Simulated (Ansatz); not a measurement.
# How Li(110) screens a field, part 2 of 2

Wanted: the response of a Li(110) slab to a perpendicular field.

Ansatz 0.2.0; plane-wave DFT, PBE, Ansatz PAW (the session's first sound run).

So far. Step 7 (Single point, field 0.15 V/Å): The dipole is 0.119 e·Å. Step 8 (The response): The induced dipole is that of a conductor 16.73 Å thick.

### Step 9. Varying the input

This step: plane-wave DFT, PBE, Ansatz PAW, but for the change named below (Ansatz 0.2.0).

A run with a changed input: it repeats the earlier run at 0.03 V/Å with magnetization to spin_polarized: true and kpoints.mp_grid.shift to [0.5, 0.5, 0.0].

Input file input.yaml:

```yaml
crystal:
  lattice:
    - [2.4678026663, -1.745, 0.0]
    - [2.4678026663, 1.745, 0.0]
    - [0.0, 0.0, 30.3390133317]
  atoms:
    - { symbol: Li, position: [0.0, 0.0, 0.2966477486], spin: 0.2 }
    - { symbol: Li, position: [0.5, 0.5, 0.3779886492], spin: 0.2 }
    - { symbol: Li, position: [0.0, 0.0, 0.4593295497], spin: 0.2 }
    - { symbol: Li, position: [0.5, 0.5, 0.5406704503], spin: 0.2 }
    - { symbol: Li, position: [0.0, 0.0, 0.6220113508], spin: 0.2 }
    - { symbol: Li, position: [0.5, 0.5, 0.7033522514], spin: 0.2 }
kpoints:
  mp_grid: { grid: [18, 18, 1], shift: [0.5, 0.5, 0.0] }
hamiltonian:
  xc: pbe
scf:
  occupations: { method: fermi_dirac, width: 0.1 }
  convergence: { dr2_threshold: 1.0e-10 }
efield:
  axis: 3
  dipole_correction: true
  ramp_position: 0.97
  ramp_width: 0.06
  amplitude: 0.03
output:
  forces: true
  write_potential: true
  write_density: true
  volumetric_format: npy
magnetization:
  spin_polarized: true
```

Command:

```console
ansatz run input.yaml --threads 2 --pin off --max-ram 3072MiB --backend cpu --events-out ev --progress --plain --runs-dir out
```

Numbers of over 12 decimals in the logs are rounded to 6 here.

Log:

```text
[...]
Crystal: 6 atoms, lattice volume = 261.299 Å³
Basis set: ecut = 420 eV, 5041 PW (Γ), exchange–correlation on 48×48×432 points (8 copies of the dense FFT grid, shifted against one another)
Bands: 16, of which v1, the nominal top of the filled ones, is band 9 counted from 1 (8 counted from 0)
Symmetry: 4 space group operations
k-points: 90 of 324
[...]
Starting moments: Σ|m| = 1.2 μB on 6 of 6 sites
[...]
SCF iter   1: F=—  HF=-1228.241381 eV  |F-HF|=—  |Δ(HF+E_count)|=         —  Δρ=1.48e-2 (↑1.48e-2 ↓1.31e-2)  dr2=8.94e0  dr2_m=4.26e-1  M=0.216 μB ∫|m|=0.217 μB  β_m=0.30  ethr=3.10e-3  p=0.022 e·Å  D=1.53e-2 V/Å  ΔV_dip=-0.46 eV  dr2_dipole=3.62e-6  V_vac-E_F(+/−)=6.50/6.13 eV  ⟨swp⟩=9.3  Hψ=20937  notcnv=0
[...]
spin=Collinear: LDOS preconditioning applied to the charge; magnetization (m = ρ↑ − ρ↓) channel mixes plain (no charge-response kernel on spin).
SCF iter   2: F=—  HF=-1227.706508 eV  |F-HF|=—  |Δ(HF+E_count)|=   5.35e-1  Δρ=1.02e-2 (↑1.02e-2 ↓9.16e-3)  dr2=2.52e0  dr2_m=2.13e-1  M=0.178 μB ∫|m|=0.178 μB  β_m=0.30  ethr=3.10e-3  p=0.022 e·Å  D=1.55e-2 V/Å  ΔV_dip=-0.47 eV  dr2_dipole=2.28e-6  V_vac-E_F(+/−)=4.85/4.49 eV  ⟨swp⟩=2.1  Hψ=5089  notcnv=0  defer=21  κ⁻¹=1.0e0(r=1)
[...]
SCF iter   8: F=—  HF=-1227.634345 eV  |F-HF|=—  |Δ(HF+E_count)|=   1.84e-3  Δρ=1.20e-3 (↑1.20e-3 ↓1.20e-3)  dr2=1.36e-4  dr2_m=3.43e-3  M=0.061 μB ∫|m|=0.061 μB  β_m=0.44  ethr=3.48e-6  p=0.024 e·Å  D=1.66e-2 V/Å  ΔV_dip=-0.50 eV  dr2_dipole=7.19e-7  V_vac-E_F(+/−)=3.43/3.09 eV  ⟨swp⟩=1.2  Hψ=3235  notcnv=0  defer=25
[...]
spin-set hold released at iteration 8 (site moments contracting): the magnetisation degrees of freedom join the quasi-Newton model from the next iteration; the mixer history was flushed
SCF iter   9: F=—  HF=-1227.635475 eV  |F-HF|=—  |Δ(HF+E_count)|=   1.13e-3  Δρ=6.88e-4 (↑6.86e-4 ↓6.88e-4)  dr2=6.56e-5  dr2_m=1.13e-3  M=0.047 μB ∫|m|=0.047 μB  β_m=0.57  ethr=7.57e-7  p=0.024 e·Å  D=1.66e-2 V/Å  ΔV_dip=-0.50 eV  dr2_dipole=3.59e-7  V_vac-E_F(+/−)=3.42/3.09 eV  ⟨swp⟩=2.0  Hψ=4077  notcnv=0  defer=25
density mixer auto → msr1: a metal under ldos (density of states about μ 1.47 of a free-electron gas's, 16 screened modes)
SCF iter  10: F=—  HF=-1227.636507 eV  |F-HF|=—  |Δ(HF+E_count)|=   1.03e-3  Δρ=1.15e-4 (↑1.14e-4 ↓1.15e-4)  dr2=2.43e-6  dr2_m=3.14e-5  M=0.015 μB ∫|m|=0.015 μB  β_m=0.79  ethr=3.64e-7  p=0.024 e·Å  D=1.66e-2 V/Å  ΔV_dip=-0.50 eV  dr2_dipole=5.34e-9  V_vac-E_F(+/−)=3.42/3.09 eV  ⟨swp⟩=2.1  Hψ=4486  notcnv=0  defer=25
[...]
SCF iter  16: F=-1227.636637 eV  HF=-1227.636637 eV  |F-HF|=4.50e-11  |Δ(HF+E_count)|=   3.15e-9  Δρ=5.19e-8 (↑4.89e-8 ↓5.19e-8)  dr2=6.23e-12  dr2_m=5.55e-12  M=0.000 μB ∫|m|=0.000 μB  ethr=1.00e-12  p=0.024 e·Å  D=1.65e-2 V/Å  ΔV_dip=-0.50 eV  dr2_dipole=4.62e-17  V_vac-E_F(+/−)=3.41/3.08 eV  ⟨swp⟩=3.8  Hψ=11496  notcnv=0
SCF 1 converged in 16 iterations: F = -1227.636637 eV  dr2 = 6.23e-12
[...]
WARN: the starting moments were not kept: the SCF closed with an absolute magnetisation of 1.5e-5 μB, where they sum to 1.2 μB in size (6 sites). That is at most 0.1 of that sum. Measured as dr2_m measures the in/out step, that magnetisation stands 6.6e-12 eV from none, at or under the dr2_threshold of 1.0e-10 eV: it is no larger than a step whose dr2_m would equal this threshold. The system may hold no moment; this  [...]
[...]
SCF converged after 16 iterations
Magnetization: 0.0000 μB (9.0000 up, 9.0000 down)
Absolute magnetization: 0.0000 μB (∫|ρ↑−ρ↓|, with the PAW one-centre terms)
[...]
Per-site moments (μB) at R_I (Å): [(1.9985233660882755e-6, 1.246752), (-2.576981535678352e-7, 1.246752), (-3.9923653448266377e-7, 1.246752), (-3.5918325503425567e-7, 1.246752), (-3.070984233790248e-7, 1.246752), (2.061986817396482e-6, 1.246752)]
Free energy (F): -1227.636637 eV
[...]
Internal energy: -1227.535837 eV  (E = F + TS)
E sigma→0 (E₀):  -1227.586237 eV
Entropy (-TS):   -0.100800 eV (-16.800 meV/atom)
Fermi energy:    -1.138722 eV
Dipole field:    D = 0.016546 V/Å  (p = 0.023893 e·Å, saw-weighted, corrected)
Work function:   not extracted (applied field tilts the vacuum); planar V_es + V_field profile in the machine report
[...]
--- Forces (eV/Å), atoms counted from 1 ---
  atom   1  Li     0.00000000     0.00000000     0.09976091
  atom   2  Li     0.00000000    -0.00000000    -0.06475422
  atom   3  Li     0.00000000    -0.00000000    -0.01208003
  atom   4  Li     0.00000000     0.00000000     0.01220468
  atom   5  Li     0.00000000     0.00000000     0.06579674
  atom   6  Li     0.00000000    -0.00000000    -0.10092797
  max |Σ_I F_I| component: 1.00e-7 eV/Å
--- Band table (eV; the first three rows and the last of 180) ---
  k-point 0 ↑: bands = [... 5 lower, -47.7274, -4.5549, -4.2780, -3.7726, -3.0488, -2.1604, -1.2713, -0.8529, ... 3 higher]
  k-point 1 ↑: bands = [... 5 lower, -47.7270, -4.4829, -4.2057, -3.6998, -2.9747, -2.0831, -1.1859, -0.7591, ... 3 higher]
  k-point 2 ↑: bands = [... 5 lower, -47.7264, -4.3245, -4.0471, -3.5404, -2.8133, -1.9155, -1.0004, -0.5529, ... 3 higher]
  k-point 89 ↓: bands = [... 5 lower, -47.7156, -0.7471, -0.4165, 0.1878, 1.0598, 1.9921, 2.1391, 2.1637, ... 3 higher]
```

It took 62 s on 2 threads of Arm Neoverse V2, shared host; peak memory 0.93 GiB; 2 min of CPU time.

Numbers from this step:

| Property | Result |
| --- | --- |
| energy at zero smearing | -1227.5862 eV |
| dipole along the normal | 0.02389 e·Å |

Force by atom:

| atom | x (eV/Å) | y (eV/Å) | z (eV/Å) | size |
| --- | --- | --- | --- | --- |
| Li1 | 0.000 | 0.000 | 0.100 | 0.100 |
| Li2 | 0.000 | 0.000 | -0.065 | 0.065 |
| Li3 | 0.000 | 0.000 | -0.012 | 0.012 |
| Li4 | 0.000 | 0.000 | 0.012 | 0.012 |
| Li5 | 0.000 | 0.000 | 0.066 | 0.066 |
| Li6 | 0.000 | 0.000 | -0.101 | 0.101 |

| quantity | this run | earlier run | difference |
| --- | --- | --- | --- |
| dipole along the normal (e·Å) | 0.02389 | 0.02389 | 8.0e-6 |

The dipole moves by under 0.5 % or 5e-5 e·Å. The run took 16 SCF cycles against 12.

### Step 10. A changed input: basis.ecutrho_ratio = 9

This step: plane-wave DFT, PBE, Ansatz PAW (Ansatz 0.2.0).

Another changed input: it repeats the earlier run at 0.03 V/Å with basis.ecutrho_ratio to 9.

input.yaml, the sections that differ from step 9:

```yaml
crystal:
  lattice:
    - [2.4678026663, -1.745, 0.0]
    - [2.4678026663, 1.745, 0.0]
    - [0.0, 0.0, 30.3390133317]
  atoms:
    - { symbol: Li, position: [0.0, 0.0, 0.2966477486] }
    - { symbol: Li, position: [0.5, 0.5, 0.3779886492] }
    - { symbol: Li, position: [0.0, 0.0, 0.4593295497] }
    - { symbol: Li, position: [0.5, 0.5, 0.5406704503] }
    - { symbol: Li, position: [0.0, 0.0, 0.6220113508] }
    - { symbol: Li, position: [0.5, 0.5, 0.7033522514] }
kpoints:
  mp_grid: { grid: [18, 18, 1] }
basis:
  ecutrho_ratio: 9
# hamiltonian, scf, efield, output: as in step 9
# magnetization: removed
```

Log:

```text
[...]
Crystal: 6 atoms, lattice volume = 261.299 Å³
Basis set: ecut = 420 eV, 5041 PW (Γ), exchange–correlation on 64×64×640 points (8 copies of the dense FFT grid, shifted against one another)
Bands: 15, of which v1, the nominal top of the filled ones, is band 9 counted from 1 (8 counted from 0)
Symmetry: 4 space group operations
k-points: 91 of 324
[...]
SCF iter   1: F=—  HF=-1228.441696 eV  |F-HF|=—  |Δ(HF+E_count)|=         —  Δρ=8.45e-3  dr2=8.84e0  ethr=3.10e-3  p=0.022 e·Å  D=1.53e-2 V/Å  ΔV_dip=-0.46 eV  dr2_dipole=2.69e-6  V_vac-E_F(+/−)=6.50/6.12 eV  ⟨swp⟩=8.9  Hψ=10032  notcnv=0
[...]
SCF iter  12: F=-1227.636793 eV  HF=-1227.636793 eV  |F-HF|=1.09e-11  |Δ(HF+E_count)|=  4.71e-11  Δρ=2.12e-8  dr2=9.52e-12  ethr=1.00e-12  p=0.024 e·Å  D=1.65e-2 V/Å  ΔV_dip=-0.50 eV  dr2_dipole=1.07e-13  V_vac-E_F(+/−)=3.42/3.08 eV  ⟨swp⟩=9.0  Hψ=7217  notcnv=0
SCF 1 converged in 12 iterations: F = -1227.636793 eV  dr2 = 9.52e-12
[...]
SCF converged after 12 iterations
Free energy (F): -1227.636793 eV
[...]
Internal energy: -1227.535874 eV  (E = F + TS)
E sigma→0 (E₀):  -1227.586334 eV
Entropy (-TS):   -0.100918 eV (-16.820 meV/atom)
Fermi energy:    -1.142665 eV
Dipole field:    D = 0.016541 V/Å  (p = 0.023886 e·Å, saw-weighted, corrected)
Work function:   not extracted (applied field tilts the vacuum); planar V_es + V_field profile in the machine report
[...]
--- Forces (eV/Å), atoms counted from 1 ---
  atom   1  Li     0.00000000     0.00000000     0.10194217
  atom   2  Li     0.00000000    -0.00000000    -0.06443854
  atom   3  Li     0.00000000    -0.00000000    -0.01111219
  atom   4  Li     0.00000000     0.00000000     0.01122743
  atom   5  Li     0.00000000     0.00000000     0.06547995
  atom   6  Li     0.00000000    -0.00000000    -0.10309881
  max |Σ_I F_I| component: 2.58e-8 eV/Å
--- Band table (eV; the first three rows and the last of 91) ---
  k-point 0: bands = [... 5 lower, -47.7205, -4.5636, -4.2880, -3.7827, -3.0599, -2.1724, -1.2868, -0.8686, ... 2 higher]
  k-point 1: bands = [... 5 lower, -47.7204, -4.5204, -4.2447, -3.7392, -3.0157, -2.1264, -1.2358, -0.8123, ... 2 higher]
  k-point 2: bands = [... 5 lower, -47.7199, -4.3908, -4.1150, -3.6089, -2.8837, -1.9891, -1.0836, -0.6434, ... 2 higher]
  k-point 90: bands = [... 5 lower, -47.7085, -0.7792, -0.4498, 0.1545, 1.0263, 1.9956, 2.1303, 2.1515, ... 2 higher]
```

Run time: 23 s. Hardware: 2 threads; peak memory 0.7 GiB; 46 s of CPU time.

Numbers from this step:

- energy at zero smearing: -1227.5863 eV

Force by atom:

| atom | x (eV/Å) | y (eV/Å) | z (eV/Å) | size |
| --- | --- | --- | --- | --- |
| Li1 | 0.000 | 0.000 | 0.102 | 0.102 |
| Li2 | 0.000 | 0.000 | -0.064 | 0.064 |
| Li3 | 0.000 | 0.000 | -0.011 | 0.011 |
| Li4 | 0.000 | 0.000 | 0.011 | 0.011 |
| Li5 | 0.000 | 0.000 | 0.065 | 0.065 |
| Li6 | 0.000 | 0.000 | -0.103 | 0.103 |

| quantity | this run | earlier run | difference |
| --- | --- | --- | --- |
| dipole along the normal (e·Å) | 0.02389 | 0.02389 | 2.5e-7 |

The dipole moves by under 0.5 % or 5e-5 e·Å.

### Step 11. What came out

| Property | Result |
| --- | --- |
| work function | 3.26 eV |
| image plane, upper face | 2.12 Å |
| induced electrons on the upper face over ε₀E | -1.01 |
| equivalent conductor thickness p/(ε₀AE) | 16.7 Å |
| inner field over outer field | 7.7e-4 |

**Reading.** The induced charge has its centre 2.12 Å outside the outermost atoms; this is the plane from which a capacitor's gap or an image potential counts. The equivalent conductor thickness exceeds the distance between the outer atoms by 4.39 Å, about the sum of the two image-plane distances. In the middle of the slab the field is screened to under 0.5 % of its outer value. The atoms are held at bulk positions with the tabulated experimental lattice constant.

[Logs are printed without paths, hosts, clocks, repeated set-up lines and the standing remarks that a program may print on its own settings, such as how far it seeks lower states.]

[Hosts, paths, dates, database ids (printed as entryN), source tags and the programs' standing remarks are cut or masked in the printed files.]

[Maps of the electrostatic potential energy from Ansatz leave out the sawtooth potential of an applied field or a dipole correction, so their vacuum need not be flat; planar profiles and work functions include it.]
